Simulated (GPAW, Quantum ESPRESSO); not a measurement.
# NaCl (Fm-3m): the Cl K absorption edge

Do two independent programs agree on the Cl K edge of NaCl (Fm-3m)? The same cell and functional are run with XSpectra and with GPAW.

Calculated with Quantum ESPRESSO 7.5; core-hole supercells, plane-wave PAW PBE (first program; GPAW 26.7.0 follows as the second).

An experiment to compare with: “Solubility, speciation and local environment of chlorine in zirconolite glass–ceramics for the immobilisation of plutonium residues” (2020, pmc:9056643). The solubility and local environment of chlorine in hot isostatically pressed zirconolite-aluminosilicate glass-ceramics for waste immobilisation were determined. Diffraction, electron microscopy with X-ray microanalysis and Cl K-edge XANES compared with reference chlorides and minerals were used. It reports Cl K-edge features by Cl K-edge XANES on reference compound powder dispersed in a polyethylene glycol pellet; the values are set beside the results at the end.

Report form: the programs' logs are mostly left out.

The database entry behind the starting cell differs from later determinations by our own check (an axis about 0.4 % short against later determinations), so it need not match the best structure at ambient conditions.

### Step 1. The structure

The structure is cubic, space group Fm-3m (No. 225). Conventional cell: a = 5.620 Å, b = 5.620 Å, c = 5.620 Å, α = 90.00°, β = 90.00°, γ = 90.00°. Cl has 6 Na at 2.81 Å nearest. Nearest to Na lie 6 Cl at 2.81 Å. Farther neighbours and most contacts between anions are not listed.

### Step 2. Ground state of the crystal (Quantum ESPRESSO)

The ground state comes first: it tells whether the system has a gap, which decides how the excited electron is treated.

The PAW data sets are made with ld1.x, with reconstruction data.

scf.in

```
&control
   calculation='scf', prefix='x', pseudo_dir='../pp', outdir='tmp', tprnfor=.true.
/
&system
   ibrav=0, nat=2, ntyp=2, nbnd=12
   ecutwfc=62, ecutrho=360
   occupations='smearing', smearing='mv', degauss=0.015
/
&electrons
   conv_thr=2.0e-08, electron_maxstep=120
   mixing_beta=0.5
/
ATOMIC_SPECIES
Cl3 1.0 Cl.pbe-nl-kjpaw.UPF
Na 1.0 Na.pbe-spnl-kjpaw.UPF
CELL_PARAMETERS angstrom
  0.00000000 2.81000000 2.81000000
  2.81000000 0.00000000 2.81000000
  2.81000000 2.81000000 0.00000000
ATOMIC_POSITIONS crystal
Cl3  0.50000000 0.50000000 0.50000000
Na   0.00000000 0.00000000 0.00000000
K_POINTS automatic
8 8 8 0 0 0
```

Launch:

```bash
$ OMP_NUM_THREADS=1 mpirun --oversubscribe --bind-to none -np 8 pw.x -nk 8 -in scf.in > scf.out
```

The job ended after 8.1 s (8 MPI ranks of AMD EPYC (Zen 3), shared host; peak memory 0.08 GiB; 57 s of CPU time).

Absorbing atoms carry a label of their own (element plus a letter or digit), as the spectrum program needs them as separate species.

The mesh shows a gap of 5.15 eV, so the hole is first treated in a charged cell, without the excited electron.

### Step 3. Spectrum without a core hole, Cl atom 1 (Quantum ESPRESSO)

Without a hole the spectrum is the empty density of states of the right symmetry on the absorber, weighted by matrix elements. It needs only the small cell and serves as the baseline.

The absorber has 6 Na at 2.81 Å (octahedral, site symmetry m-3m).

xspectra.in

```
&input_xspectra
   calculation='xanes_dipole', edge='K'
   prefix='x', outdir='tmp', xiabs=1, xe0=3.6153
   xonly_plot=.false., x_save_file='xanes.sav'
   xniter=3000, xcheck_conv=20, xerror=0.005
   xcoordcrys=.false., xepsilon(1)=1, xepsilon(2)=0, xepsilon(3)=0
/
&plot
   xnepoint=413, xemin=-10, xemax=45, terminator=.true., cut_occ_states=.true.
   xgamma=0.4
/
&pseudos
   filecore='../Cl.wfc'
/
&cut_occ
   cut_desmooth=0.1, cut_stepl=0.05, cut_stepu=0.05, cut_ierror=1e-5
/
7 7 7 0 0 0
```

Launch:

```bash
$ OMP_NUM_THREADS=1 mpirun --oversubscribe --bind-to none -np 8 xspectra.x -nk 8 -in xspectra.in > xspectra.out
```

Run time: 35 s. Hardware: 8 MPI ranks; peak memory 0.08 GiB; 4.4 min of CPU time.

The Cl K spectrum, Cl atom 1, no core hole (energy from the lowest empty level; intensity scaled to a mean of 1 over the first 20 eV; the points at xe0, where the cut of filled states can leave a spike, are interpolated):

```csv
E (eV),intensity
-2.0,0.04
-1.5,0.04
-1.0,0.05
-0.5,0.07
0.0,0.09
0.5,0.15
1.0,0.21
1.5,0.37
2.0,0.51
2.5,0.77
3.0,0.90
3.5,1.12
4.0,1.39
4.5,2.02
5.0,2.40
5.5,1.77
6.0,1.08
6.5,0.78
7.0,0.76
7.5,0.76
8.0,0.61
8.5,0.79
9.0,0.94
9.5,0.83
10.0,0.79
10.5,0.67
11.0,0.58
11.5,0.89
12.0,1.15
12.5,1.24
13.0,1.54
13.5,1.50
14.0,1.50
14.5,1.40
15.0,1.68
15.5,1.44
16.0,1.25
16.5,0.86
17.0,0.72
17.5,0.80
18.0,0.96
18.5,0.80
19.0,0.76
19.5,0.84
20.0,0.65
20.5,0.66
21.0,0.66
21.5,0.82
22.0,0.82
22.5,0.79
23.0,0.78
23.5,0.74
24.0,0.91
24.5,1.19
25.0,0.90
25.5,0.86
26.0,0.82
26.5,0.85
27.0,0.88
27.5,1.13
28.0,1.18
28.5,1.04
29.0,1.09
29.5,1.04
30.0,1.03
30.5,1.00
31.0,0.94
31.5,0.80
32.0,0.94
```

Main maxima below 24 eV (height): 4.9 eV (2.44), 8.9 eV (0.96), 13.2 eV (1.58), 13.9 eV (1.54), 14.9 eV (1.68) and 18.1 eV (0.99). A K edge sees empty p states on the absorber.

### Step 4. Another broadening

The final state's lifetime shortens with energy, so measured features broaden above the edge; the saved Lanczos coefficients are redrawn with a width that grows.

xspectra_plot.in

```
&input_xspectra
   calculation='xanes_dipole', edge='K'
   prefix='x', outdir='tmp', xiabs=1, xe0=3.6153
   xonly_plot=.true., x_save_file='xanes.sav'
   xniter=3000, xcheck_conv=20, xerror=0.005
   xcoordcrys=.false., xepsilon(1)=1, xepsilon(2)=0, xepsilon(3)=0
/
&plot
   xnepoint=413, xemin=-10, xemax=45, terminator=.true., cut_occ_states=.true.
   gamma_mode='variable', gamma_energy(1)=4, gamma_energy(2)=25, gamma_value(1)=0.32, gamma_value(2)=2.5
/
&pseudos
   filecore='../Cl.wfc'
/
&cut_occ
   cut_desmooth=0.1, cut_stepl=0.05, cut_stepu=0.05, cut_ierror=1e-5
/
7 7 7 0 0 0
```

Launch:

```bash
$ OMP_NUM_THREADS=1 xspectra.x -in xspectra_plot.in > xspectra_plot.out
```

Elapsed: 8.3 s, on 1 MPI rank; peak memory 0.06 GiB.

With a Lorentzian half width 0.32 eV up to 4 eV, rising linearly to 2.5 eV at 25 eV (counted from xe0, 2.6 eV below the zero used here), the maxima are 4.9 eV (2.03) and 14.0 eV (1.28).

### Step 5. Reference energy of the supercell (Quantum ESPRESSO)

The photon energy needs a difference of total energies, so the cell and mesh of the coming hole run are first run without a hole.

scf.in

```
&control
   calculation='scf', prefix='x', pseudo_dir='../pp', outdir='tmp', tprnfor=.true.
/
&system
   ibrav=0, nat=12, ntyp=2, nbnd=52
   ecutwfc=62, ecutrho=360
   occupations='fixed'
/
&electrons
   conv_thr=1.2e-07, electron_maxstep=120
   mixing_beta=0.5
/
ATOMIC_SPECIES
Cl 1.0 Cl.pbe-nl-kjpaw.UPF
Na 1.0 Na.pbe-spnl-kjpaw.UPF
CELL_PARAMETERS angstrom
  2.81000000 5.62000000 2.81000000
  2.81000000 -5.62000000 2.81000000
  2.81000000 -2.81000000 -5.62000000
ATOMIC_POSITIONS crystal
Cl   0.75000000 0.25000000 0.00000000
Cl   0.41666667 0.25000000 0.33333333
Cl   0.25000000 0.75000000 0.00000000
Cl   0.08333333 0.25000000 0.66666667
Cl   0.91666667 0.75000000 0.33333333
Cl   0.58333333 0.75000000 0.66666667
Na   0.00000000 0.00000000 0.00000000
Na   0.66666667 0.00000000 0.33333333
Na   0.50000000 0.50000000 0.00000000
Na   0.33333333 0.00000000 0.66666667
Na   0.16666667 0.50000000 0.33333333
Na   0.83333333 0.50000000 0.66666667
K_POINTS automatic
3 3 3 0 0 0
```

Launch:

```bash
$ OMP_NUM_THREADS=1 mpirun --oversubscribe --bind-to none -np 8 pw.x -nk 4 -in scf.in > scf.out
```

Wall time 59 s (8 MPI ranks); peak memory 0.17 GiB.

Reference energy: -101890.363 eV with the cores included.

### Step 6. The atom with a core hole (Quantum ESPRESSO)

The frozen core must hold the hole, so the absorber gets a data set of its own.

Cl.pbe-nl-kjpaw-1sch.ld1.in

```
&input
   title='Cl', zed=17., rel=1, iswitch=3, dft='PBE',
   config='1s1 2s2 2p6 3s2 3p6 3d-1'
/
&inputp
   file_pseudopw='Cl.pbe-nl-kjpaw-1sch.UPF', author='',
   lpaw=.true.,
   pseudotype=3,
   lloc=2,
   which_augfun='PSQ',
   rmatch_augfun_nc=.true.,
   nlcc=.true.,
   new_core_ps=.true.,
   rcore=1.3,
   tm=.true.,
   zval=8,
   lgipaw_reconstruction=.true., use_paw_as_gipaw=.true.
/
5
3S  1  0  2.00  0.00  1.20  1.30  0.0
3S  1  0  0.00  6.20  1.20  1.30  0.0
3P  2  1  6.00  0.00  1.30  1.60  0.0
3P  2  1  0.00  3.20  1.30  1.60  0.0
3D  3  2  0.00  1.50  1.10  1.10  0.0
```

Launch:

```bash
$ ld1.x < Cl.pbe-nl-kjpaw-1sch.ld1.in > Cl.pbe-nl-kjpaw-1sch.ld1.out
```

It took 1.7 s on 1 MPI rank; peak memory 0.13 GiB.

Removing the core electron and adding it to the valence shell costs the free atom 2830.3 eV.

### Step 7. Supercell with FCH, Cl atom 1 (Quantum ESPRESSO)

The holes are 6.9 Å apart. The excited electron is left out and a uniform background balances the charge.

Edit scf.in of step 5 so:

```diff
@@ -4,5 +4,6 @@
 &system
-   ibrav=0, nat=12, ntyp=2, nbnd=52
+   ibrav=0, nat=12, ntyp=3, nbnd=52
    ecutwfc=62, ecutrho=360
    occupations='fixed'
+   tot_charge=1
 /
@@ -13,2 +14,3 @@
 ATOMIC_SPECIES
+Cl0 1.0 Cl.pbe-nl-kjpaw-1sch.UPF
 Cl 1.0 Cl.pbe-nl-kjpaw.UPF
@@ -20,3 +22,3 @@
 ATOMIC_POSITIONS crystal
-Cl   0.75000000 0.25000000 0.00000000
+Cl0  0.75000000 0.25000000 0.00000000
 Cl   0.41666667 0.25000000 0.33333333
```

Launch:

```bash
$ OMP_NUM_THREADS=1 mpirun --oversubscribe --bind-to none -np 8 pw.x -nk 4 -in scf.in > scf.out
```

The job ended after 58 s (8 MPI ranks; peak memory 0.17 GiB; 7.2 min of CPU time).

Energy with the hole: -99058.894 eV, cores included.

### Step 8. Spectrum with FCH, Cl atom 1 (Quantum ESPRESSO)

The Lanczos recursion gives the spectrum without computing empty bands; each polarisation needs a run of its own on the full k mesh. xe0 is set between filled and empty states, and states below it are cut. The file of filecore holds the core orbital, taken from the hole-free data set.

Edit xspectra.in of step 3 so:

```diff
@@ -2,3 +2,3 @@
    calculation='xanes_dipole', edge='K'
-   prefix='x', outdir='tmp', xiabs=1, xe0=3.6153
+   prefix='x', outdir='tmp', xiabs=1, xe0=3.7418
    xonly_plot=.false., x_save_file='xanes.sav'
@@ -17,2 +17,2 @@
 /
-7 7 7 0 0 0
+4 4 4 0 0 0
```

xspectra_1.in, as its differences from xspectra.in of step 8:

```diff
@@ -5,3 +5,3 @@
    xniter=3000, xcheck_conv=20, xerror=0.005
-   xcoordcrys=.false., xepsilon(1)=1, xepsilon(2)=0, xepsilon(3)=0
+   xcoordcrys=.false., xepsilon(1)=0, xepsilon(2)=1, xepsilon(3)=0
 /
```

Launch:

```bash
$ OMP_NUM_THREADS=1 mpirun --oversubscribe --bind-to none -np 8 xspectra.x -nk 8 -in xspectra.in > xspectra.out
```

The job ended after 11 min (8 MPI ranks; peak memory 0.18 GiB).

The Cl K spectrum, Cl atom 1, full core hole (charged cell) (energy from the lowest empty level; intensity scaled to a mean of 1 over the first 20 eV; the points at xe0, where the cut of filled states can leave a spike, are interpolated):

```csv
E (eV),intensity
-2.0,0.04
-1.5,0.05
-1.0,0.06
-0.5,0.08
0.0,0.10
0.5,0.16
1.0,0.24
1.5,0.38
2.0,0.72
2.5,1.25
3.0,1.50
3.5,1.74
4.0,2.16
4.5,2.41
5.0,1.53
5.5,0.99
6.0,0.68
6.5,0.56
7.0,0.63
7.5,0.65
8.0,0.67
8.5,0.80
9.0,0.84
9.5,0.80
10.0,0.76
10.5,0.85
11.0,0.93
11.5,1.03
12.0,1.27
12.5,1.44
13.0,1.62
13.5,1.83
14.0,1.57
14.5,1.36
15.0,1.14
15.5,0.96
16.0,0.91
16.5,0.83
17.0,0.75
17.5,0.76
18.0,0.80
18.5,0.77
19.0,0.72
19.5,0.67
20.0,0.69
20.5,0.67
21.0,0.79
21.5,0.97
22.0,0.97
22.5,0.83
23.0,0.92
23.5,1.05
24.0,1.19
24.5,1.12
25.0,0.96
25.5,1.04
26.0,1.00
26.5,1.03
27.0,1.07
27.5,1.18
28.0,1.25
28.5,1.29
29.0,1.14
29.5,1.03
30.0,1.05
30.5,1.14
31.0,1.05
31.5,1.05
32.0,0.95
```

Main maxima below 24 eV (height): 4.4 eV (2.47), 8.8 eV (0.84), 13.5 eV (1.83), 17.9 eV (0.80) and 21.8 eV (1.00). 

The hole costs E(hole) − E(ground) = 2831.47 eV, and the lowest empty level of the hole cell lies at 6.00 eV, which puts the zero at 2837.47 eV. One term is added: -17.92 eV, since the hole is spin-paired here and a spin-polarised one costs that much less in the free atom (computed apart). The photon energy is then 2819.55 eV. The functional and the charged cell's background leave an error of a few eV in such absolute values.

### Step 9. Another broadening

Edit xspectra_plot.in of step 4 so:

```diff
@@ -2,3 +2,3 @@
    calculation='xanes_dipole', edge='K'
-   prefix='x', outdir='tmp', xiabs=1, xe0=3.6153
+   prefix='x', outdir='tmp', xiabs=1, xe0=3.7418
    xonly_plot=.true., x_save_file='xanes.sav'
@@ -17,2 +17,2 @@
 /
-7 7 7 0 0 0
+4 4 4 0 0 0
```

Launch:

```bash
$ OMP_NUM_THREADS=1 xspectra.x -in xspectra_plot.in > xspectra_plot.out
```

The job ended after 7.2 s (1 MPI rank; peak memory 0.04 GiB).

With a Lorentzian half width 0.32 eV up to 4 eV, rising linearly to 2.5 eV at 25 eV (counted from xe0, 2.3 eV below the zero used here), the maxima are 4.3 eV (2.15) and 13.2 eV (1.30).

### Step 10. Supercell with XCH, Cl atom 1 (Quantum ESPRESSO)

The holes are 6.9 Å apart. The excited electron is kept in the cell, where it fills the lowest empty states and screens the hole.

Changed against the first core-hole run: core hole to XCH.

Edit scf.in of step 7 so:

```diff
@@ -4,6 +4,5 @@
 &system
-   ibrav=0, nat=12, ntyp=3, nbnd=52
+   ibrav=0, nat=12, ntyp=3, nbnd=60
    ecutwfc=62, ecutrho=360
-   occupations='fixed'
-   tot_charge=1
+   occupations='smearing', smearing='gaussian', degauss=0.003
 /
```

Launch:

```bash
$ OMP_NUM_THREADS=1 mpirun --oversubscribe --bind-to none -np 8 pw.x -nk 4 -in scf.in > scf.out
```

Wall time 58 s (8 MPI ranks); peak memory 0.18 GiB.

Energy with the hole: -99052.074 eV, cores included.

### Step 11. Excitation energy, Cl atom 1 (Quantum ESPRESSO)

With the excited electron kept in the cell the system stays neutral, and the energy difference is an excitation energy by itself. In a small cell that electron takes up a good share of the lowest empty band, or all of one, which shifts the value from the true onset.

The total-energy difference is 2838.29 eV. With the free-atom term of -17.92 eV for this edge, the photon energy is 2820.37 eV.

### Step 12. Ground state of the crystal (GPAW)

The second program starts from its own ground state, on the same cell and functional.

scf.py

```python
import numpy as np
from ase import Atoms
from ase.parallel import parprint, paropen
from gpaw import GPAW, PW, FermiDirac, Mixer, MixerDif, setup_paths
from gpaw.test import gen
setup_paths.insert(0, '.')
gen('Cl', name='nch1s', xcname='PBE', corehole=(1, 0, 0), write_xml=True)
from gpaw.mpi import world
world.barrier()

atoms = Atoms('ClNa',
    cell=[[0, 2.81, 2.81],
     [2.81, 0, 2.81],
     [2.81, 2.81, 0]],
    scaled_positions=[[0.5, 0.5, 0.5],
     [0, 0, 0]],
    pbc=True)
atoms.calc = calc = GPAW(legacy_gpaw=True, mode=PW(500, force_complex_dtype=True), xc='PBE', setups={0: 'nch1s'},
    kpts={'size': (8, 8, 8), 'gamma': True}, occupations=FermiDirac(0.05),
    charge=0, mixer=Mixer(0.1, 5, 50), maxiter=150,
    convergence={'density': 0.0001, 'eigenstates': 1e-6}, txt='scf.txt')
energy = atoms.get_potential_energy() + calc.get_reference_energy()
ef = calc.get_fermi_level()
out = dict(energy=energy, fermi=ef, forces=atoms.get_forces().tolist())
parprint(f'all-electron energy {energy:.4f} eV, Fermi level {ef:.4f} eV')
ev = np.array([[calc.get_eigenvalues(k, s) for k in range(len(calc.get_ibz_k_points()))] for s in range(calc.get_number_of_spins())])
out['homo'], out['lumo'], out['counts'] = ev[ev < ef].max(), ev[ev > ef].min(), sorted(set((ev < ef).sum((0, 2)).tolist()))
out['filled'] = (ev[:, 0] < ef).sum(1).tolist()
import json
with paropen('out.json', 'w') as f:
    json.dump(out, f)
```

Launch:

```bash
$ OMP_NUM_THREADS=1 mpirun -n 8 gpaw python scf.py
```

Run time: 11 s. Hardware: 8 MPI ranks; peak memory 0.17 GiB; 81 s of CPU time.

The mesh shows a gap of 5.16 eV, so the hole is first treated in a charged cell, without the excited electron.

### Step 13. Spectrum without a core hole,  (GPAW)

Without a hole the spectrum is the empty density of states of the right symmetry on the absorber, weighted by matrix elements. It needs only the small cell and serves as the baseline. The data set with a hole of occupation 0 only carries the core orbital.

xas.py

```python
import numpy as np
from ase import Atoms
from ase.parallel import parprint, paropen
from gpaw import GPAW, PW, FermiDirac, Mixer, MixerDif, setup_paths
from gpaw.test import gen
setup_paths.insert(0, '.')
gen('Cl', name='nch1s', xcname='PBE', corehole=(1, 0, 0), write_xml=True)
from gpaw.mpi import world
world.barrier()

atoms = Atoms('ClNa',
    cell=[[0, 2.81, 2.81],
     [2.81, 0, 2.81],
     [2.81, 2.81, 0]],
    scaled_positions=[[0.5, 0.5, 0.5],
     [0, 0, 0]],
    pbc=True)
atoms.calc = calc = GPAW(legacy_gpaw=True, mode=PW(500, force_complex_dtype=True), xc='PBE', setups={0: 'nch1s'},
    kpts={'size': (8, 8, 8), 'gamma': True}, occupations=FermiDirac(0.02),
    charge=0, mixer=Mixer(0.1, 5, 50), maxiter=150,
    convergence={'density': 0.0001, 'eigenstates': 1e-6}, txt='scf.txt')
energy = atoms.get_potential_energy() + calc.get_reference_energy()
ef = calc.get_fermi_level()
out = dict(energy=energy, fermi=ef, forces=atoms.get_forces().tolist())
parprint(f'all-electron energy {energy:.4f} eV, Fermi level {ef:.4f} eV')
ev = np.array([[calc.get_eigenvalues(k, s) for k in range(len(calc.get_ibz_k_points()))] for s in range(calc.get_number_of_spins())])
out['homo'], out['lumo'], out['counts'] = ev[ev < ef].max(), ev[ev > ef].min(), sorted(set((ev < ef).sum((0, 2)).tolist()))
out['filled'] = (ev[:, 0] < ef).sum(1).tolist()

from ase.units import Ha
from gpaw.xas import dipole_matrix_elements
nb = int(calc.get_number_of_electrons() / 2) + 30
top = nb
nscf = calc.fixed_density(kpts={'size': (7, 7, 7), 'gamma': True},
    convergence={'eigenstates': 1.0}, txt='nscf.txt')
nscf.diagonalize_full_hamiltonian(nbands=nb)
cell = atoms.cell.array
ops = [cell.T @ U.T @ np.linalg.inv(cell.T) for U in nscf.wfs.kd.symmetry.op_scc]
filled = [7]  # bands filled in the ground state, by spin
E = np.arange(-25, 34, 0.1)
fwhm = np.interp(E, [4, 25], [0.9, 3.5])
Y, X, zero, highest = 0, 0, 1e9, 1e9
for spin in range(nscf.get_number_of_spins()):
    wfs = nscf.wfs
    mine = wfs.bd.get_slice()  # this rank's bands
    A = dipole_matrix_elements(wfs.setups[0])
    eps = np.zeros((wfs.kd.nibzkpts, nb))
    d = np.zeros((3, A.shape[1], wfs.kd.nibzkpts, nb), complex)
    for kpt in wfs.kpt_u:
        if kpt.s == spin and 0 in kpt.P_ani:
            eps[kpt.k, mine] = kpt.eps_n * Ha
            d[:, :, kpt.k, mine] = (kpt.weight * wfs.nspins / 2) ** 0.5 * np.inner(A, kpt.P_ani[0])
    world.sum(eps)
    world.sum(d)
    T = np.einsum('amkn,bmkn->abkn', d, d.conj()).real
    T = sum(np.einsum('ai,ijkn,bj->abkn', R, T, R) for R in ops) / len(ops)
    empty = np.ones_like(eps, bool) & (np.arange(nb) >= filled[spin])
    zero, highest = min(zero, eps[empty].min()), min(highest, eps[:, top - 1].min())
    lines = [(eps, T, empty)] if spin == 0 else lines + [(eps, T, empty)]
for eps, T, empty in lines:
    f = np.einsum('aakn->akn', T).reshape(3, -1)
    x = eps.ravel() - zero
    w = np.interp(x, E, fwhm) / 2.35482
    g = np.exp(-0.5 * ((E[:, None] - x) / w) ** 2) / (w * (2 * np.pi) ** 0.5)
    Y = Y + (f * empty.ravel()) @ g.T
    X = X + (f * ~empty.ravel()) @ g.T
out.update(E=E.round(2).tolist(), xas=Y.tolist(), xes=X.tolist(), zero=zero, valid=highest - zero, nk=len(eps), nb=nb)
for i in range(0, len(E), 10):
    parprint(f'{E[i]:7.2f}', *(f'{v:10.3e}' for v in Y[:, i]))
import json
with paropen('out.json', 'w') as f:
    json.dump(out, f)
```

Launch:

```bash
$ OMP_NUM_THREADS=1 mpirun -n 8 gpaw python xas.py
```

The job ended after 22 s (8 MPI ranks; peak memory 0.17 GiB).

The run ended with an error.

The program stopped, so this step gives no result.

### Step 14. Supercell without a hole, the energy reference (GPAW)

Total energies of two programs can't be mixed, so the cell and mesh of GPAW's hole run get a reference energy of their own.

Edit scf.py of step 12 so:

```diff
@@ -10,11 +10,21 @@
 
-atoms = Atoms('ClNa',
-    cell=[[0, 2.81, 2.81],
-     [2.81, 0, 2.81],
-     [2.81, 2.81, 0]],
-    scaled_positions=[[0.5, 0.5, 0.5],
-     [0, 0, 0]],
+atoms = Atoms('Cl6Na6',
+    cell=[[2.81, 5.62, 2.81],
+     [2.81, -5.62, 2.81],
+     [2.81, -2.81, -5.62]],
+    scaled_positions=[[0.75, 0.25, 0],
+     [0.41666667, 0.25, 0.33333333],
+     [0.25, 0.75, 0],
+     [0.08333333, 0.25, 0.66666667],
+     [0.91666667, 0.75, 0.33333333],
+     [0.58333333, 0.75, 0.66666667],
+     [0, 0, 0],
+     [0.66666667, 0, 0.33333333],
+     [0.5, 0.5, 0],
+     [0.33333333, 0, 0.66666667],
+     [0.16666667, 0.5, 0.33333333],
+     [0.83333333, 0.5, 0.66666667]],
     pbc=True)
 atoms.calc = calc = GPAW(legacy_gpaw=True, mode=PW(500, force_complex_dtype=True), xc='PBE', setups={0: 'nch1s'},
-    kpts={'size': (8, 8, 8), 'gamma': True}, occupations=FermiDirac(0.05),
+    kpts={'size': (3, 3, 3), 'gamma': True}, occupations=FermiDirac(0.02),
     charge=0, mixer=Mixer(0.1, 5, 50), maxiter=150,
```

Launch:

```bash
$ OMP_NUM_THREADS=1 mpirun -n 8 gpaw python scf.py
```

Elapsed: 34 s, on 8 MPI ranks; peak memory 0.22 GiB; 4.3 min of CPU time.

Reference energy: -101881.900 eV with the cores included.

[end of part 1 of 2]

[Logs are printed without paths, hosts, clocks, repeated set-up lines and the standing remarks that a program may print on its own settings, such as how far it seeks lower states.]

[Hosts, paths, dates, database ids (printed as entryN), source tags and the programs' standing remarks are cut or masked in the printed files.]

[Lists of maxima count a maximum above −3 eV only where it reaches 4 % of the highest in the window and stands out from its surroundings by 2 % of it (1.5 % where it reaches 55 %); shoulders and weaker maxima are passed over, and of the rest the first, up to two pre-edge ones and the few strongest are named.]
